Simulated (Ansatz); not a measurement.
G0W0 rungs for BaZnPF (P4/nmm).

```xyz
8
Lattice="4.1563 0.0000 0.0000 0.0000 4.1563 0.0000 0.0000 0.0000 9.4574" Properties=species:S:1:pos:R:3 pbc="T T T"
Ba    2.0782    0.0000    3.1377
Ba    0.0000    2.0782    6.3197
Zn    2.0782    2.0782    0.0000
Zn    0.0000    0.0000    0.0000
P     0.0000    2.0782    1.4101
P     2.0782    0.0000    8.0473
F     2.0782    2.0782    4.7287
F     0.0000    0.0000    4.7287
```

The cell and positions come from the Crystallography Open Database and are kept as given unless a step says otherwise. Spin-orbit coupling is left out unless a run names it.

Runs so far (Ansatz 0.2.0, start PBE, PAW set soft_1 files, 4×4×2 mesh). Times are wall times on 1 × NVIDIA H100 80GB HBM3 (shared by 6 runs) with 2 threads of AMD EPYC 7R13 (Zen 3), shared host, good to a factor of about two.

```
bands summed  cutoff (eV)  gap on the mesh (eV)  time
         165           50                 1.336  16 s
         404          100                 1.299  36 s
         715          150                 1.314  45 s
        1244          220                 1.320  86 s
```

Q: What should the next rung give, with 1961 bands and screening to 300 eV, and where is the limit?

The error falls about as one over the bands when the cutoff rises with them. A line through the two highest rungs given predicts 1.324 eV; the run gave 1.330 eV, a miss of 0.006 eV, so the law fails here: the steps don't follow it yet. The two highest rungs put the limit near 1.346 eV, the pair below near 1.329 eV; neither can be trusted until a further rung is run.

Gaps are over the mesh's points; an edge off the mesh would be missed. Limits: not at the basis limit; d shell near the gap, gap tends to lie low; no spin-orbit coupling; coarse k mesh.

[Paths, hosts, dates, memory and timing lines, banners, echoed tables and standing remarks are left out of the program output.]

[Logs are printed without paths, hosts, clocks, repeated set-up lines and the standing remarks that a program may print on its own settings, such as how far it seeks lower states.]

[Runs of the session that timed out or met a known fault of the program may be left out.]

[Cells called generated may have been cut or substituted from an entry of the Crystallography Open Database or the Materials Project.]

[Hosts, paths, dates, database ids (printed as entryN), source tags and the programs' standing remarks are cut or masked in the printed files.]
